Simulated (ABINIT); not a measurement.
**SrSi3 (Pm-3m): zone-centre phonons**

Which modes does SrSi3 (Pm-3m) have at the zone centre?

Main program and level: ABINIT 10.8.3; DFT LDA, scalar-relativistic, plane waves, PseudoDojo norm-conserving pseudopotentials.

The structure was built from a prototype and need not be the compound's stable phase.

### 1. The starting structure

Symmetry: Pm-3m, No. 221, cubic system. The conventional cell has a = 4.579 Å, b = 4.579 Å, c = 4.579 Å, α = 90.00°, β = 90.00°, γ = 90.00°. Nearest to Sr lie 12 Si at 3.24 Å. Nearest to Si lie 4 Sr at 3.24 Å and 8 Si at 3.24 Å. Farther neighbours are not listed.

### 2. A first look

A first run with smearing and empty bands tells whether the crystal has a gap, which decides between fixed occupations and smearing later on.

The input, probe.abi:

```
# ground state
tolvrs 1.0d-08
prtden 1
prtwf 1

# basis, mesh and filling
ecut 28.0
ngkpt 4 4 4
nshiftk 1
shiftk 0.0 0.0 0.0
istwfk *1
occopt 7
tsmear 0.005
nband 18
nstep 100
diemac 9.0
prtebands 0
prtgsr 0
useylm 1

# cell and atoms
acell 8.652785637 8.652785637 8.652785637
rprim 
    1.0 0.0 0.0
    0.0 1.0 0.0
    0.0 0.0 1.0
ntypat 2
znucl 38 14
natom 4
typat 1 2 2 2
xred 
    0.0 0.0 0.0
    0.0 0.5 0.5
    0.5 0.0 0.5
    0.5 0.5 0.0
pp_dirpath "./pseudo"
pseudos "Sr.upf, Si.upf"
```

Started as:

```console
$ OMP_NUM_THREADS=1 mpirun -n 4 abinit probe.abi > probe.log
```

Numbers of over 12 decimals in the logs are rounded to 6 here.

probe.abo, the main output file:

```text
[banners, grids, parts of the stress and lines that vanish by symmetry left out]
- input  file    -> probe.abi
- output file    -> probe.abo
- root for input  files -> probei
[...]
Symmetries : space group Pm -3 m (#221); Bravais cP (primitive cubic)
[...]
mpw =        4632          nfft =       91125          nkpt =          10
[...]
== DATASET  1 ==================================================================
[...]
cutoff_energies: {ecut:  28.0, pawecutdg:  -1.0, }
[...]
ETOT  1  -46.993330141877    -4.699E+01 1.925E-02 4.056E+01
 ETOT  2  -47.010885395744    -1.756E-02 3.814E-03 9.867E-02
 ETOT  3  -47.010900558753    -1.516E-05 1.130E-03 3.505E-03
 ETOT  4  -47.010900937062    -3.783E-07 1.891E-03 1.211E-04
 ETOT  5  -47.010900951779    -1.472E-08 2.754E-04 1.587E-06
 ETOT  6  -47.010900951997    -2.179E-10 4.876E-04 2.899E-08
 ETOT  7  -47.010900951997     3.411E-13 1.756E-04 2.139E-10
 At SCF step    7       vres2   =  2.14E-10 < tolvrs=  1.00E-08 =>converged.
[...]
sigma(1 1)=  3.67842610E-04  sigma(3 2)=  0.00000000E+00
  sigma(2 2)=  3.67842610E-04  sigma(3 1)=  0.00000000E+00
  sigma(3 3)=  3.67842610E-04  sigma(2 1)=  0.00000000E+00
[...]
convergence: {deltae:  3.411E-13, res2:  2.139E-10, residm:  1.756E-04, diffor: null, }
etotal    :  -4.70109010E+01
[...]
sigma(1 1)=  3.67842610E-04  sigma(3 2)=  0.00000000E+00
  sigma(2 2)=  3.67842610E-04  sigma(3 1)=  0.00000000E+00
  sigma(3 3)=  3.67842610E-04  sigma(2 1)=  0.00000000E+00
[...]
- sigma(1 1)=  1.08223032E+01  sigma(3 2)=  0.00000000E+00
- sigma(2 2)=  1.08223032E+01  sigma(3 1)=  0.00000000E+00
- sigma(3 3)=  1.08223032E+01  sigma(2 1)=  0.00000000E+00
[...]
fcart     -0.0000000000E+00 -0.0000000000E+00 -0.0000000000E+00
           strten      3.6784261009E-04  3.6784261009E-04  3.6784261009E-04
================================================================================

[key lines of the parts left out:]
pressure_GPa:  -1.0822E+01
```

It took 9.6 s on 4 MPI ranks of Arm Neoverse V1, shared host; 38 s of CPU time.

Numbers from this step:

| Item | Value |
| --- | --- |
| volume per atom | 24.00 Å³ |
| pressure | -10.82 GPa |
| gap on the k-mesh | 0 eV |

No gap opens on this mesh, so smearing is kept; the printed pressure holds the stress of the finite basis too.

### 3. Rough relaxation

The typed start is rough, so a first relaxation with smearing and loose thresholds takes it towards rest cheaply.

The input, prerelax.abi:

```
# relaxation
ionmov 2
optcell 2
dilatmx 1.15
chkdilatmx 0
ntime 40
tolmxf 3.0d-04
tolvrs 1.0d-10
prtwf 0
prtden 0
chksymtnons 0

# basis, mesh and filling
ecut 29.0
ecutsm 3.0
ngkpt 4 4 4
nshiftk 1
shiftk 0.0 0.0 0.0
istwfk *1
occopt 7
tsmear 0.005
nband 18
nstep 100
diemac 1000000.0
prtebands 0
prtgsr 0
useylm 1

# cell and atoms
acell 8.652785637 8.652785637 8.652785637
rprim 
    1.0 0.0 0.0
    0.0 1.0 0.0
    0.0 0.0 1.0
ntypat 2
znucl 38 14
natom 4
typat 1 2 2 2
xred 
    0.0 0.0 0.0
    0.0 0.5 0.5
    0.5 0.0 0.5
    0.5 0.5 0.0
pp_dirpath "./pseudo"
pseudos "Sr.upf, Si.upf"
```

Started as:

```console
$ OMP_NUM_THREADS=1 mpirun -n 4 abinit prerelax.abi > prerelax.log
```

prerelax.abo, the main output file:

```text
[banners, grids, parts of the stress and lines that vanish by symmetry left out]
- input  file    -> prerelax.abi
- output file    -> prerelax.abo
- root for input  files -> prerelaxi
[...]
Symmetries : space group Pm -3 m (#221); Bravais cP (primitive cubic)
[...]
mpw =        7400          nfft =      125000          nkpt =          10
[...]
== DATASET  1 ==================================================================
[...]
cutoff_energies: {ecut:  29.0, pawecutdg:  -1.0, }
[...]
ETOT  1  -46.992902844614    -4.699E+01 2.081E-02 5.611E+01
 ETOT  2  -47.010693580904    -1.779E-02 5.317E-03 1.302E+00
 ETOT  3  -47.010802727618    -1.091E-04 2.060E-03 6.583E-03
 ETOT  4  -47.010803298134    -5.705E-07 4.632E-04 6.693E-04
 ETOT  5  -47.010803351673    -5.354E-08 2.895E-04 6.179E-06
[...]
At SCF step    9       vres2   =  3.93E-13 < tolvrs=  1.00E-10 =>converged.
[...]
ETOT  7  -47.045934206602     4.547E-13 3.938E-09 6.332E-12
 At SCF step    7       vres2   =  6.33E-12 < tolvrs=  1.00E-10 =>converged.
[...]
sigma(1 1)= -2.10061910E-06  sigma(3 2)=  0.00000000E+00
  sigma(2 2)= -2.10061910E-06  sigma(3 1)=  0.00000000E+00
  sigma(3 3)= -2.10061910E-06  sigma(2 1)=  0.00000000E+00
[...]
convergence: {deltae:  4.547E-13, res2:  6.332E-12, residm:  3.938E-09, diffor: null, }
etotal    :  -4.70459342E+01
[...]
At Broyd/MD step   6, gradients are converged :
[...]
sigma(1 1)= -2.10061910E-06  sigma(3 2)=  0.00000000E+00
  sigma(2 2)= -2.10061910E-06  sigma(3 1)=  0.00000000E+00
  sigma(3 3)= -2.10061910E-06  sigma(2 1)=  0.00000000E+00
[...]
- sigma(1 1)= -6.18023476E-02  sigma(3 2)=  0.00000000E+00
- sigma(2 2)= -6.18023476E-02  sigma(3 1)=  0.00000000E+00
- sigma(3 3)= -6.18023476E-02  sigma(2 1)=  0.00000000E+00
[...]
fcart     -0.0000000000E+00 -0.0000000000E+00 -0.0000000000E+00
           strten     -2.1006191002E-06 -2.1006191002E-06 -2.1006191002E-06
================================================================================

[key lines of the parts left out:]
pressure_GPa:   6.1802E-02
Total energy (etotal) [Ha]= -4.70459342066018E+01
```

Run time: 72 s. Hardware: 4 MPI ranks; 4.8 min of CPU time.

Relaxation path:

```tsv
step	energy less that of the first step (eV)	largest force (eV/Å)	volume (Å³)
1	0.0000	0.0000	96.00
2	-0.2006	0.0000	92.91
3	-0.4295	0.0000	62.55
4	-0.9075	0.0000	77.84
5	-0.9540	0.0000	74.53
6	-0.9560	0.0000	73.68
```

```tsv
conventional cell, symmetrised	before	after	change
a (Å)	4.579	4.192	-8.4 %
b (Å)	4.579	4.192	-8.4 %
c (Å)	4.579	4.192	-8.4 %
volume (Å³/atom)	24.00	18.42	-23.3 %
```

Final coordinates:

```cif
data_structure
_symmetry_space_group_name_H-M 'P 1'
_symmetry_Int_Tables_number 1
_cell_length_a 4.1922
_cell_length_b 4.1922
_cell_length_c 4.1922
_cell_angle_alpha 90.000
_cell_angle_beta 90.000
_cell_angle_gamma 90.000
_cell_volume 73.68
loop_
_atom_site_label
_atom_site_type_symbol
_atom_site_fract_x
_atom_site_fract_y
_atom_site_fract_z
_atom_site_occupancy
Sr1 Sr 0.00000 0.00000 0.00000 1
Si2 Si 0.00000 0.50000 0.50000 1
Si3 Si 0.50000 0.00000 0.50000 1
Si4 Si 0.50000 0.50000 0.00000 1
```

Read from the output:

```
volume per atom : 18.42 Å³
pressure        : 0.06180 GPa
```

The volume changes by -23.3 % in this run and stands -23.3 % from the first cell.

### 4. Rough relaxation

The cell changed much, so the rough relaxation is repeated on a basis made for the new cell.

prerelax.abi: that of step 3 with these lines changed.

```diff
@@ -29,3 +29,3 @@
 # cell and atoms
-acell 8.652785637 8.652785637 8.652785637
+acell 7.922078133 7.922078133 7.922078133
 rprim
```

prerelax.abo, the main output file:

```text
[banners, grids, parts of the stress and lines that vanish by symmetry left out]
- input  file    -> prerelax.abi
- output file    -> prerelax.abo
- root for input  files -> prerelaxi
[...]
Symmetries : space group Pm -3 m (#221); Bravais cP (primitive cubic)
[...]
mpw =        5660          nfft =      110592          nkpt =          10
[...]
== DATASET  1 ==================================================================
[...]
cutoff_energies: {ecut:  29.0, pawecutdg:  -1.0, }
[...]
ETOT  1  -47.024350424658    -4.702E+01 2.432E-02 8.818E+01
 ETOT  2  -47.045850592042    -2.150E-02 6.251E-03 1.054E+00
 ETOT  3  -47.045933894658    -8.330E-05 4.131E-03 3.606E-03
 ETOT  4  -47.045934193196    -2.985E-07 1.644E-03 1.468E-04
 ETOT  5  -47.045934205917    -1.272E-08 1.243E-03 2.940E-06
 ETOT  6  -47.045934206169    -2.517E-10 7.203E-04 2.742E-08
 ETOT  7  -47.045934206173    -4.597E-12 5.505E-04 2.144E-10
 ETOT  8  -47.045934206172     1.336E-12 2.368E-04 8.187E-13
 At SCF step    8       vres2   =  8.19E-13 < tolvrs=  1.00E-10 =>converged.
[...]
sigma(1 1)= -2.10059651E-06  sigma(3 2)=  0.00000000E+00
  sigma(2 2)= -2.10059651E-06  sigma(3 1)=  0.00000000E+00
  sigma(3 3)= -2.10059651E-06  sigma(2 1)=  0.00000000E+00
[...]
convergence: {deltae:  1.336E-12, res2:  8.187E-13, residm:  2.368E-04, diffor: null, }
etotal    :  -4.70459342E+01
[...]
At Broyd/MD step   1, gradients are converged :
[...]
sigma(1 1)= -2.10059651E-06  sigma(3 2)=  0.00000000E+00
  sigma(2 2)= -2.10059651E-06  sigma(3 1)=  0.00000000E+00
  sigma(3 3)= -2.10059651E-06  sigma(2 1)=  0.00000000E+00
[...]
- sigma(1 1)= -6.18016831E-02  sigma(3 2)=  0.00000000E+00
- sigma(2 2)= -6.18016831E-02  sigma(3 1)=  0.00000000E+00
- sigma(3 3)= -6.18016831E-02  sigma(2 1)=  0.00000000E+00
[...]
fcart     -0.0000000000E+00 -0.0000000000E+00 -0.0000000000E+00
           strten     -2.1005965114E-06 -2.1005965114E-06 -2.1005965114E-06
================================================================================

[key lines of the parts left out:]
pressure_GPa:   6.1802E-02
Total energy (etotal) [Ha]= -4.70459342061719E+01
```

Run time: 11 s. Hardware: 4 MPI ranks.

Little changed from the start: no atom moved by 0.005 Å and no cell edge by 0.1 %.

The volume changes by +0.0 % in this run and stands -23.3 % from the first cell.

### 5. Relaxing the cell and atoms

The harmonic expansion needs vanishing forces, and a free crystal bears no stress, so cell and atoms are brought to rest. Stress is more sensitive to the basis than forces are: the last 3 Ha under the cutoff are smoothed with ecutsm, and the cutoff is raised above that of the later runs.

The input, relax.abi:

```
# relaxation
ionmov 2
optcell 2
dilatmx 1.08
ntime 40
tolmxf 1.0d-05
tolvrs 1.0d-14
prtwf 0
prtden 0
chksymtnons 0

# basis, mesh and filling
ecut 35.0
ecutsm 3.0
ngkpt 6 6 6
nshiftk 1
shiftk 0.0 0.0 0.0
istwfk *1
occopt 3
tsmear 0.01
nband 18
nstep 100
diemac 1000000.0
prtebands 0
prtgsr 0
useylm 1

# cell and atoms
acell 7.922078133 7.922078133 7.922078133
rprim 
    1.0 0.0 0.0
    0.0 1.0 0.0
    0.0 0.0 1.0
ntypat 2
znucl 38 14
natom 4
typat 1 2 2 2
xred 
    0.0 0.0 0.0
    0.0 0.5 0.5
    0.5 0.0 0.5
    0.5 0.5 0.0
pp_dirpath "./pseudo"
pseudos "Sr.upf, Si.upf"
```

Started as:

```console
$ OMP_NUM_THREADS=1 mpirun -n 4 abinit relax.abi > relax.log
```

relax.abo, the main output file:

```text
[banners, grids, parts of the stress and lines that vanish by symmetry left out]
- input  file    -> relax.abi
- output file    -> relax.abo
- root for input  files -> relaxi
[...]
Symmetries : space group Pm -3 m (#221); Bravais cP (primitive cubic)
[...]
mpw =        6220          nfft =      110592          nkpt =          20
[...]
== DATASET  1 ==================================================================
[...]
cutoff_energies: {ecut:  35.0, pawecutdg:  -1.0, }
[...]
ETOT  1  -47.027706549067    -4.703E+01 2.681E-02 9.894E+01
 ETOT  2  -47.052770861701    -2.506E-02 6.124E-03 7.755E-01
 ETOT  3  -47.052836709196    -6.585E-05 3.337E-03 3.367E-03
 ETOT  4  -47.052836984013    -2.748E-07 7.333E-04 1.991E-04
 ETOT  5  -47.052837001307    -1.729E-08 2.986E-04 3.369E-06
[...]
At SCF step   10       vres2   =  5.27E-16 < tolvrs=  1.00E-14 =>converged.
[...]
sigma(1 1)= -5.28195580E-05  sigma(3 2)=  0.00000000E+00
  sigma(2 2)= -5.28195580E-05  sigma(3 1)=  0.00000000E+00
  sigma(3 3)= -5.28195580E-05  sigma(2 1)=  0.00000000E+00
[...]
convergence: {deltae: -7.148E-12, res2:  5.274E-16, residm:  1.431E-04, diffor: null, }
etotal    :  -4.70528370E+01
[...]
ETOT  1  -47.052810477683    -4.705E+01 9.675E-05 1.877E+00
[...]
At SCF step    9       vres2   =  3.27E-17 < tolvrs=  1.00E-14 =>converged.
[...]
sigma(1 1)= -4.10636210E-05  sigma(3 2)=  0.00000000E+00
  sigma(2 2)= -4.10636210E-05  sigma(3 1)=  0.00000000E+00
  sigma(3 3)= -4.10636210E-05  sigma(2 1)=  0.00000000E+00
[...]
convergence: {deltae: -1.705E-13, res2:  3.271E-17, residm:  2.718E-05, diffor: null, }
etotal    :  -4.70529481E+01
[...]
ETOT  1  -47.051405436536    -4.705E+01 2.826E-04 2.354E+01
[...]
At SCF step    9       vres2   =  6.96E-16 < tolvrs=  1.00E-14 =>converged.
[...]
sigma(1 1)= -1.07071833E-06  sigma(3 2)=  0.00000000E+00
  sigma(2 2)= -1.07071833E-06  sigma(3 1)=  0.00000000E+00
  sigma(3 3)= -1.07071833E-06  sigma(2 1)=  0.00000000E+00
[...]
convergence: {deltae: -1.172E-12, res2:  6.957E-16, residm:  1.082E-05, diffor: null, }
etotal    :  -4.70531249E+01
[...]
ETOT  1  -47.053123723229    -4.705E+01 8.883E-06 1.750E-02
[...]
ETOT  7  -47.053125017906     1.961E-12 1.422E-05 4.140E-14
 ETOT  8  -47.053125017909    -2.714E-12 3.054E-06 2.466E-16
 At SCF step    8       vres2   =  2.47E-16 < tolvrs=  1.00E-14 =>converged.
[...]
sigma(1 1)= -2.30939530E-08  sigma(3 2)=  0.00000000E+00
  sigma(2 2)= -2.30939530E-08  sigma(3 1)=  0.00000000E+00
  sigma(3 3)= -2.30939530E-08  sigma(2 1)=  0.00000000E+00
[...]
convergence: {deltae: -2.714E-12, res2:  2.466E-16, residm:  3.054E-06, diffor: null, }
etotal    :  -4.70531250E+01
[...]
At Broyd/MD step   4, gradients are converged :
[...]
sigma(1 1)= -2.30939530E-08  sigma(3 2)=  0.00000000E+00
  sigma(2 2)= -2.30939530E-08  sigma(3 1)=  0.00000000E+00
  sigma(3 3)= -2.30939530E-08  sigma(2 1)=  0.00000000E+00
[...]
- sigma(1 1)= -6.79447555E-04  sigma(3 2)=  0.00000000E+00
- sigma(2 2)= -6.79447555E-04  sigma(3 1)=  0.00000000E+00
- sigma(3 3)= -6.79447555E-04  sigma(2 1)=  0.00000000E+00
[...]
fcart     -0.0000000000E+00 -0.0000000000E+00 -0.0000000000E+00
           strten     -2.3093953003E-08 -2.3093953005E-08 -2.3093953003E-08
================================================================================

[key lines of the parts left out:]
pressure_GPa:   6.7945E-04
Total energy (etotal) [Ha]= -4.70531250179088E+01
```

Run time: 67 s. Hardware: 4 MPI ranks.

Step by step:

```tsv
step	energy less that of the first step (eV)	largest force (eV/Å)	volume (Å³)
1	0.0000	0.0000	73.68
2	-0.0030	0.0000	74.03
3	-0.0078	0.0000	75.29
4	-0.0078	0.0000	75.32
```

```tsv
conventional cell, symmetrised	before	after	change
a (Å)	4.192	4.223	+0.7 %
b (Å)	4.192	4.223	+0.7 %
c (Å)	4.192	4.223	+0.7 %
volume (Å³/atom)	18.42	18.83	+2.2 %
```

The relaxed structure:

```xyz
4
Lattice="4.2232 0.0000 0.0000 0.0000 4.2232 0.0000 0.0000 0.0000 4.2232" Properties=species:S:1:pos:R:3 pbc="T T T"
Sr    0.0000    0.0000    0.0000
Si    0.0000    2.1116    2.1116
Si    2.1116    0.0000    2.1116
Si    2.1116    2.1116    0.0000
```

Numbers from this step:

| Item | Value |
| --- | --- |
| volume per atom | 18.83 Å³ |
| pressure | 6.79e-4 GPa |

The volume changes by +2.2 % in this run and stands -21.5 % from the first cell.

### 6. Self-consistent run for the response

The response is built on these wavefunctions, so the potential is converged far more tightly than an energy would need. Smearing stays on, as the first look found no gap above 0.3 eV.

The input, gs.abi:

```
# ground state
tolvrs 1.0d-16
prtden 1
prtwf 1

# basis, mesh and filling
ecut 28.0
ngkpt 6 6 6
nshiftk 1
shiftk 0.0 0.0 0.0
istwfk *1
occopt 3
tsmear 0.01
nband 18
nstep 100
diemac 1000000.0
prtebands 0
prtgsr 0
useylm 1

# cell and atoms
acell 7.980654262 7.980654262 7.980654262
rprim 
    1.0 0.0 0.0
    0.0 1.0 0.0
    0.0 0.0 1.0
ntypat 2
znucl 38 14
natom 4
typat 1 2 2 2
xred 
    0.0 0.0 0.0
    0.0 0.5 0.5
    0.5 0.0 0.5
    0.5 0.5 0.0
pp_dirpath "./pseudo"
pseudos "Sr.upf, Si.upf"
```

Started as:

```console
$ OMP_NUM_THREADS=1 mpirun -n 4 abinit gs.abi > gs.log
```

gs.abo, the main output file:

```text
[banners, grids, parts of the stress and lines that vanish by symmetry left out]
- input  file    -> gs.abi
- output file    -> gs.abo
- root for input  files -> gsi
[...]
Symmetries : space group Pm -3 m (#221); Bravais cP (primitive cubic)
[...]
mpw =        3695          nfft =       64000          nkpt =          20
[...]
== DATASET  1 ==================================================================
[...]
cutoff_energies: {ecut:  28.0, pawecutdg:  -1.0, }
[...]
ETOT  1  -47.031068401269    -4.703E+01 2.686E-02 5.579E+01
 ETOT  2  -47.052702207490    -2.163E-02 5.418E-03 3.887E-01
 ETOT  3  -47.052759451159    -5.724E-05 2.477E-03 2.484E-03
 ETOT  4  -47.052759774918    -3.238E-07 9.822E-04 1.123E-04
 ETOT  5  -47.052759791937    -1.702E-08 1.342E-03 1.758E-06
[...]
ETOT  9  -47.052759792262    -5.969E-12 4.348E-04 1.491E-14
 ETOT 10  -47.052759792266    -3.823E-12 2.066E-04 7.166E-17
 At SCF step   10       vres2   =  7.17E-17 < tolvrs=  1.00E-16 =>converged.
[...]
sigma(1 1)=  7.47211857E-06  sigma(3 2)=  0.00000000E+00
  sigma(2 2)=  7.47211857E-06  sigma(3 1)=  0.00000000E+00
  sigma(3 3)=  7.47211857E-06  sigma(2 1)=  0.00000000E+00
[...]
convergence: {deltae: -3.823E-12, res2:  7.166E-17, residm:  2.066E-04, diffor: null, }
etotal    :  -4.70527598E+01
[...]
sigma(1 1)=  7.47211857E-06  sigma(3 2)=  0.00000000E+00
  sigma(2 2)=  7.47211857E-06  sigma(3 1)=  0.00000000E+00
  sigma(3 3)=  7.47211857E-06  sigma(2 1)=  0.00000000E+00
[...]
- sigma(1 1)=  2.19837318E-01  sigma(3 2)=  0.00000000E+00
- sigma(2 2)=  2.19837318E-01  sigma(3 1)=  0.00000000E+00
- sigma(3 3)=  2.19837318E-01  sigma(2 1)=  0.00000000E+00
[...]
fcart     -0.0000000000E+00 -0.0000000000E+00 -0.0000000000E+00
           strten      7.4721185695E-06  7.4721185695E-06  7.4721185695E-06
================================================================================

[key lines of the parts left out:]
pressure_GPa:  -2.1984E-01
```

The job ended after 13 s (4 MPI ranks; 53 s of CPU time).

This step gave:

```
pressure : -0.2198 GPa
```

The cell stands at -0.22 GPa: the relaxation ran with a smoothed and higher cutoff, and the difference is a stress of the finite basis.

(Continued in part 2 of 4.)

[Host names and launcher messages were left out of these logs when they were recorded.]

[Logs are printed without paths, hosts, clocks, repeated set-up lines and the standing remarks that a program may print on its own settings, such as how far it seeks lower states.]

[Hosts, paths, dates, database ids (printed as entryN), source tags and the programs' standing remarks are cut or masked in the printed files.]
